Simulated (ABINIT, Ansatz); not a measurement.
# Converging GW for MgTiF6 (R-3) in ABINIT

Aim: raise bands and screening cutoff together for MgTiF6 (R-3) and follow gap and time.

Main program and level: ABINIT 10.8.3; PBEsol and many-body steps on it, plane waves.

**1. Starting point**

The structure is trigonal, space group R-3 (No. 148). The conventional cell has a = 5.217 Å, b = 5.217 Å, c = 13.334 Å, α = 90.00°, β = 90.00°, γ = 120.00°. Mg has 6 F at 1.97 Å nearest. Ti has 6 F at 1.87 Å nearest. Nearest to F lie 1 Ti at 1.87 Å and 1 Mg at 1.97 Å. Farther neighbours and most contacts between anions are not listed.

The cell and positions are those that the Materials Project relaxed with its own functionals (PBE, PBE+U or r2SCAN), kept fixed.

**2. Empty states on the mesh, 2×2×2 mesh, 222 bands**

This step: ABINIT 10.8.3; DFT, PBEsol, plane waves, norm-conserving pseudopotentials.

The sums over transitions need many empty states on a uniform mesh; this step solves for them.

run.abi

```
acell 3*1.0 Angstrom
rprim 
  2.608280093927 1.505891214373 4.444507563992
  -2.608280093927 1.505891214373 4.444507563992
  0.000000000000 -3.011782428679 4.444507564015
ntypat 3
znucl 12 22 9
natom 8
typat 1 2 3 3 3 3 3 3
xred 
  0.500000000000 0.500000000000 0.500000000000
  0.000000000000 -0.000000000000 -0.000000000000
  0.671617650000 0.842455580000 0.242244330000
  0.842455580000 0.242244330000 0.671617650000
  0.757755670000 0.328382350000 0.157544420000
  0.157544420000 0.757755670000 0.328382350000
  0.328382350000 0.157544420000 0.757755670000
  0.242244330000 0.671617650000 0.842455580000
pp_dirpath "pseudos"
pseudos "Mg.upf, Ti.upf, F.upf"
ecut 38
ngkpt 2 2 2
nshiftk 1
shiftk 0 0 0
kptopt 1
chksymbreak 0
iscf -2
irdden 1
istwfk *1
nband 222
nbdbuf 20
tolwfr 1e-09
nstep 60
prtvol 0
indata_prefix "in"
outdata_prefix "out"
tmpdata_prefix "tmp"
```

The run is started by

```bash
> OMP_NUM_THREADS=1 mpirun -n 4 abinit run.abi > log
```

Numbers of over 12 decimals in the logs are rounded to 6 here.

The program printed:

```text
.Version 10.8.3 of ABINIT. v10.8.2 released Aug 2026.

 Symmetries : space group R-3 (#148); Bravais hR (rhombohedral)
[... echo of the input left out ...]
== DATASET  1 ==================================================================
-   mpi_nproc: 4, omp_nthreads: 1 (-1 if OMP is not activated)

--- !DatasetInfo
iteration_state: {dtset: 1, }
dimensions: {natom: 8, nkpt: 4, mband: 222, nsppol: 1, nspinor: 1, nspden: 1, mpw: 7942, }
cutoff_energies: {ecut:  38.0, pawecutdg:  -1.0, }
[...]
2.84834    2.85325    2.85325    2.88793    2.91379    2.91565    2.91565    2.94977
   2.96200    2.99595    2.99595    3.02500    3.04034    3.04038    3.06111    3.06117
   3.08039    3.08082    3.08447    3.09102    3.09202    3.12379
 prteigrs : prtvol=0 or 1, do not print more k-points.

== END DATASET(S) ==============================================================
================================================================================

 -outvars: echo values of variables after computation  --------
            nband         222
             nkpt           4
          spgroup         148
 [... the other variables as echoed above ...]

 Calculation completed.
```

Wall time 2.6 min (4 MPI ranks of Intel Xeon Platinum 8259CL at 2.50GHz (Skylake/Cascade Lake), shared host); peak memory 0.56 GiB; 10 min of CPU time.

This step gave:

```
gap                                                           : 4.879 eV
k of the valence top                                          : 0, 0, 0
k of the conduction bottom                                    : 0.5, 0.5, 0
least direct gap                                              : 4.888 eV
k points computed                                             : 4
lowest point of the top converged band, above the valence top : 78.2216 eV
```

On this mesh the gap is 4.879 eV.

The density comes from a self-consistent run that is not shown.

**3. Screening, 2×2×2 mesh, 53 bands, screening to 62.6 eV**

The RPA dielectric matrix is built and inverted for each q.

This step: RPA screening on PBEsol, plane waves, norm-conserving pseudopotentials.

Edit run.abi of step 2 so:

```diff
@@ -26,10 +26,11 @@
 chksymbreak 0
-iscf -2
-irdden 1
 istwfk *1
-nband 222
-nbdbuf 20
-tolwfr 1e-09
-nstep 60
-prtvol 0
+occopt 1
+irdwfk 1
+optdriver 3
+nband 53
+ecuteps 2.3
+inclvkb 2
+awtr 1
+symchi 1
 indata_prefix "in"
```

The program printed:

```text
.Version 10.8.3 of ABINIT. v10.8.2 released Aug 2026.

 Symmetries : space group R-3 (#148); Bravais hR (rhombohedral)
[... echo of the input left out ...]
== DATASET  1 ==================================================================
-   mpi_nproc: 4, omp_nthreads: 1 (-1 if OMP is not activated)

--- !DatasetInfo
iteration_state: {dtset: 1, }
dimensions: {natom: 8, nkpt: 4, mband: 53, nsppol: 1, nspinor: 1, nspden: 1, mpw: 7942, }
cutoff_energies: {ecut:  38.0, pawecutdg:  -1.0, }
electrons: {nelect:   6.40000000E+01, charge:   0.00000000E+00, occopt:   1.00000000E+00, tsmear:   1.00000000E-02, }

 SCREENING: Calculation of the susceptibility and dielectric matrices

 Based on a program developped by R.W. Godby, V. Olevano, G. Onida, and L. Reining.
 Incorporated in ABINIT by V. Olevano, G.-M. Rignanese, and M. Torrent.
.Using double precision arithmetic ; gwpc =  8

[... cell and pseudopotentials left out ...]
--------------------------------------------------------------------------------

 ==== K-mesh for the wavefunctions ====
 Number of points in the irreducible wedge :     4
[... list of points left out ...]
 Together with  6 symmetry operations and time-reversal symmetry
 yields     8 points in the full Brillouin Zone.

 ==== Q-mesh for the screening function ====
 Number of points in the irreducible wedge :     4
[... list of points left out ...]
 Together with  6 symmetry operations and time-reversal symmetry
 yields     8 points in the full Brillouin Zone.

 setmesh: FFT mesh size selected  =    36x   36x   36
          total number of points  =        46656

 vcoul_init : cutoff-mode = AUXILIARY_FUNCTION
 q-points for optical limit:   1
     1)      0.000010    0.000020    0.000030

- screening: taking advantage of time-reversal symmetry
- Maximum band index for partially occupied states nbvw = 32
- Remaining bands to be divided among processors   nbcw = 21
- Number of bands treated by each node ~5

 Number of electrons calculated from density =   64.0000; Expected =   64.0000
 average of density, n =  0.090544
 r_s =    1.3815
 omega_plasma =   29.0259 [eV]

 calculating chi0 at frequencies [eV] :
  1    0.000000E+00    0.000000E+00
  2    0.000000E+00    2.902592E+01

--------------------------------------------------------------------------------
  q-point number  1        q = ( 0.000000, 0.000000, 0.000000) [r.l.u.]
--------------------------------------------------------------------------------
[... chi0 elements left out ...]
 For q-point:  0.000010 0.000020 0.000030
  dielectric constant =   2.1467
  dielectric constant without local fields =   2.4587

  Average fulfillment of the sum rule on Im[epsilon] for q-point    1 :     14.27  [%]
[... wings left out ...]
  q-point number  2        q = ( 0.500000, 0.000000, 0.000000) [r.l.u.]
--------------------------------------------------------------------------------
[... chi0 elements left out ...]
  Average fulfillment of the sum rule on Im[epsilon] for q-point    2 :     18.42  [%]

 [... 2 further q-points ...]
```

Wall time 18 s (4 MPI ranks); peak memory 1.1 GiB.

Numbers from this step:

```yaml
eps_infinity_with_local_fields_on_this_mesh_along_the_program_s_q_direction: 2.147
the_same_without_local_fields: 2.459
plasma_frequency: 29.03 eV
plane_waves_in_the_screening_matrix: 119
```

Local fields lower ε∞ by 13 %. On a Γ-centred mesh this coarse the value itself is usually too large, while a short band sum pulls it down.

**4. 53 bands, 62.6 eV**

The self-energy is evaluated for the states that the input lists, and the levels follow from it, in one-shot runs by the linearised quasiparticle equation.

This step: G0W0 on PBEsol, plane waves, norm-conserving pseudopotentials.

Edit run.abi of step 3 so:

```diff
@@ -29,8 +29,17 @@
 irdwfk 1
-optdriver 3
+optdriver 4
 nband 53
+gwcalctyp 0
+ecutsigx 38
+symsigma 1
+nkptgw 2
+kptgw 
+  0.0000000000 0.0000000000 0.0000000000
+  0.5000000000 0.5000000000 0.0000000000
+bdgw 
+  31 35
+  31 34
 ecuteps 2.3
-inclvkb 2
-awtr 1
-symchi 1
+irdscr 1
+ppmodel 1
 indata_prefix "in"
```

The program printed:

```text
.Version 10.8.3 of ABINIT. v10.8.2 released Aug 2026.

 Symmetries : space group R-3 (#148); Bravais hR (rhombohedral)
[... echo of the input left out ...]
== DATASET  1 ==================================================================
-   mpi_nproc: 4, omp_nthreads: 1 (-1 if OMP is not activated)

--- !DatasetInfo
iteration_state: {dtset: 1, }
dimensions: {natom: 8, nkpt: 4, mband: 53, nsppol: 1, nspinor: 1, nspden: 1, mpw: 7942, }
cutoff_energies: {ecut:  38.0, pawecutdg:  -1.0, }
electrons: {nelect:   6.40000000E+01, charge:   0.00000000E+00, occopt:   1.00000000E+00, tsmear:   1.00000000E-02, }

 SIGMA: Calculation of the GW corrections

 Based on a program developped by R.W. Godby, V. Olevano, G. Onida, and L. Reining.
 Incorporated in ABINIT by V. Olevano, G.-M. Rignanese, and M. Torrent.
.Using double precision arithmetic ; gwpc =  8

[... cell and pseudopotentials left out ...]
--------------------------------------------------------------------------------

 ==== K-mesh for the wavefunctions ====
 Number of points in the irreducible wedge :     4
[... list of points left out ...]
 Together with  6 symmetry operations and time-reversal symmetry
 yields     8 points in the full Brillouin Zone.

 ==== Q-mesh for screening function ====
 Number of points in the irreducible wedge :     4
[... list of points left out ...]
 Together with  6 symmetry operations and time-reversal symmetry
 yields     8 points in the full Brillouin Zone.

 vcoul_init : cutoff-mode = AUXILIARY_FUNCTION
 q-points for optical limit:   1
     1)      0.000010    0.000020    0.000030
 setmesh: FFT mesh size selected  =    60x   60x   60
          total number of points  =       216000

 Number of electrons calculated from density =   64.0000; Expected =   64.0000
 average of density, n =  0.090544
 r_s =    1.3815
 omega_plasma =   29.0259 [eV]

 === KS Band Gaps ===
  >>>> For spin  1
   Minimum direct gap =   4.8876 [eV], located at k-point      :   0.0000  0.0000  0.0000
   Fundamental gap    =   4.8790 [eV], Top of valence bands at :   0.0000  0.0000  0.0000
                                       Bottom of conduction at :   0.5000  0.5000  0.0000
 SIGMA fundamental parameters:
 PLASMON POLE MODEL  1
 number of plane-waves for SigmaX                 7895
 number of plane-waves for SigmaC and W            119
 number of plane-waves for wavefunctions          7895
 number of bands                                    53
 number of independent spin polarizations            1
 number of spinorial components                      1
 number of k-points in IBZ                           4
 number of q-points in IBZ                           4
 number of symmetry operations                       6
 number of k-points in BZ                            8
 number of q-points in BZ                            8
 number of frequencies for dSigma/dE                 9
 frequency step for dSigma/dE [eV]                0.25
 number of omega for Sigma on real axis              0
 max omega for Sigma on real axis  [eV]           0.00
 zcut for avoiding poles [eV]                     0.10

 EPSILON^-1 parameters (SCR file):
 dimension of the eps^-1 matrix on file            119
 dimension of the eps^-1 matrix used               119
 number of plane-waves for wavefunctions          7895
 number of bands                                    53
 number of q-points in IBZ                           4
 number of frequencies                               2
 number of real frequencies                          1
 number of imag frequencies                          1

 matrix elements of self-energy operator (all in [eV])

 Perturbative Calculation

--- !SelfEnergy_ee
iteration_state: {dtset: 1, }
kpoint     : [   0.000,    0.000,    0.000, ]
spin       : 1
KS_gap     :    4.888
QP_gap     :   10.319
Delta_QP_KS:    5.431
data: !SigmaeeData |
     Band     E0 <VxcDFT>   SigX SigC(E0)      Z dSigC/dE  Sig(E)    E-E0       E
       31  -1.679 -22.824 -30.081   5.020   0.780  -0.282 -24.569  -1.745  -3.425
       32  -1.679 -22.824 -30.081   5.020   0.780  -0.282 -24.569  -1.745  -3.425
       33   3.208 -21.497 -13.050  -3.759   0.786  -0.272 -17.811   3.686   6.894
       34   3.208 -21.497 -13.050  -3.759   0.786  -0.272 -17.811   3.686   6.894
       35   3.209 -21.446 -13.050  -3.759   0.786  -0.272 -17.800   3.646   6.855

--- !SelfEnergy_ee
iteration_state: {dtset: 1, }
kpoint     : [   0.500,    0.500,    0.000, ]
spin       : 1
KS_gap     :    4.926
QP_gap     :   10.346
Delta_QP_KS:    5.420
data: !SigmaeeData |
     Band     E0 <VxcDFT>   SigX SigC(E0)      Z dSigC/dE  Sig(E)    E-E0       E
       31  -2.102 -22.596 -29.777   4.959   0.781  -0.280 -24.331  -1.736  -3.838
       32  -1.726 -22.772 -30.013   5.015   0.781  -0.280 -24.511  -1.739  -3.465
       33   3.200 -21.436 -12.964  -3.790   0.786  -0.272 -17.755   3.681   6.881
       34   3.298 -21.784 -13.541  -3.622   0.785  -0.274 -18.157   3.627   6.925

== END DATASET(S) ==============================================================
================================================================================

 -outvars: echo values of variables after computation  --------
           etotal      0.0000000000E+00
            nband          53
             nkpt           4
          spgroup         148
 [... the other variables as echoed above ...]

 Calculation completed.
```

Run time: 13 s. Hardware: 4 MPI ranks; peak memory 1.1 GiB; 49 s of CPU time.

Numbers from this step:

```
G0W0 gap on the points computed              : 10.28 eV
starting gap on the mesh                     : 4.879 eV
k of the valence top                         : 0, 0, 0
k of the conduction bottom                   : 0, 0, 0
Z at the valence top                         : 0.78
Z at the conduction bottom                   : 0.786
least direct G0W0 gap on the computed points : 10.28 eV
```

The gap on the mesh goes from 4.88 eV to 10.28 eV, a correction of +5.40 eV.

**5. Screening, 2×2×2 mesh, 101 bands, screening to 114.3 eV**

This step: RPA screening on PBEsol, plane waves, norm-conserving pseudopotentials.

Edit run.abi of step 4 so:

```diff
@@ -29,17 +29,8 @@
 irdwfk 1
-optdriver 4
-nband 53
-gwcalctyp 0
-ecutsigx 38
-symsigma 1
-nkptgw 2
-kptgw 
-  0.0000000000 0.0000000000 0.0000000000
-  0.5000000000 0.5000000000 0.0000000000
-bdgw 
-  31 35
-  31 34
-ecuteps 2.3
-irdscr 1
-ppmodel 1
+optdriver 3
+nband 101
+ecuteps 4.2
+inclvkb 2
+awtr 1
+symchi 1
 indata_prefix "in"
```

The program printed:

```text
.Version 10.8.3 of ABINIT. v10.8.2 released Aug 2026.

 Symmetries : space group R-3 (#148); Bravais hR (rhombohedral)
[... echo of the input left out ...]
== DATASET  1 ==================================================================
-   mpi_nproc: 4, omp_nthreads: 1 (-1 if OMP is not activated)

--- !DatasetInfo
iteration_state: {dtset: 1, }
dimensions: {natom: 8, nkpt: 4, mband: 101, nsppol: 1, nspinor: 1, nspden: 1, mpw: 7942, }
cutoff_energies: {ecut:  38.0, pawecutdg:  -1.0, }
electrons: {nelect:   6.40000000E+01, charge:   0.00000000E+00, occopt:   1.00000000E+00, tsmear:   1.00000000E-02, }

 SCREENING: Calculation of the susceptibility and dielectric matrices

 Based on a program developped by R.W. Godby, V. Olevano, G. Onida, and L. Reining.
 Incorporated in ABINIT by V. Olevano, G.-M. Rignanese, and M. Torrent.
.Using double precision arithmetic ; gwpc =  8

[... cell and pseudopotentials left out ...]
--------------------------------------------------------------------------------

 ==== K-mesh for the wavefunctions ====
 Number of points in the irreducible wedge :     4
[... list of points left out ...]
 Together with  6 symmetry operations and time-reversal symmetry
 yields     8 points in the full Brillouin Zone.

 ==== Q-mesh for the screening function ====
 Number of points in the irreducible wedge :     4
[... list of points left out ...]
 Together with  6 symmetry operations and time-reversal symmetry
 yields     8 points in the full Brillouin Zone.

 setmesh: FFT mesh size selected  =    40x   40x   40
          total number of points  =        64000

 vcoul_init : cutoff-mode = AUXILIARY_FUNCTION
 q-points for optical limit:   1
     1)      0.000010    0.000020    0.000030

- screening: taking advantage of time-reversal symmetry
- Maximum band index for partially occupied states nbvw = 32
- Remaining bands to be divided among processors   nbcw = 69
- Number of bands treated by each node ~17

 Number of electrons calculated from density =   64.0000; Expected =   64.0000
 average of density, n =  0.090544
 r_s =    1.3815
 omega_plasma =   29.0259 [eV]

 calculating chi0 at frequencies [eV] :
  1    0.000000E+00    0.000000E+00
  2    0.000000E+00    2.902592E+01

--------------------------------------------------------------------------------
  q-point number  1        q = ( 0.000000, 0.000000, 0.000000) [r.l.u.]
--------------------------------------------------------------------------------
[... chi0 elements left out ...]
 For q-point:  0.000010 0.000020 0.000030
  dielectric constant =   2.2834
  dielectric constant without local fields =   2.6485

  Average fulfillment of the sum rule on Im[epsilon] for q-point    1 :     33.09  [%]
[... wings left out ...]
  q-point number  2        q = ( 0.500000, 0.000000, 0.000000) [r.l.u.]
--------------------------------------------------------------------------------
[... chi0 elements left out ...]
  Average fulfillment of the sum rule on Im[epsilon] for q-point    2 :     38.86  [%]

 [... 2 further q-points ...]
```

Wall time 68 s (4 MPI ranks); peak memory 1.4 GiB.

This step gave:

```yaml
eps_infinity_with_local_fields_on_this_mesh_along_the_program_s_q_direction: 2.283
the_same_without_local_fields: 2.648
plasma_frequency: 29.03 eV
plane_waves_in_the_screening_matrix: 295
```

(Continued in part 2 of 2.)

[Paths, hosts, dates, memory and timing lines, banners, echoed tables and standing remarks are left out of the program output.]

[Logs are printed without paths, hosts, clocks, repeated set-up lines and the standing remarks that a program may print on its own settings, such as how far it seeks lower states.]

[Runs of the session that timed out or met a known fault of the program may be left out.]

[No measured gap is set beside runs whose start may be inverted or whose files or cutoffs have a known fault.]

[Hosts, paths, dates, database ids (printed as entryN), source tags and the programs' standing remarks are cut or masked in the printed files.]

[G0W0 gaps are taken among the corrected bands and points alone; a level outside them can change the order at an edge.]

[Where Ansatz stands beside ABINIT at settings called matched, ABINIT's density can come from a denser mesh and the files from another edition; pairs whose starting gaps differed by over 0.03 eV were left out, so agreement reads better than it is.]
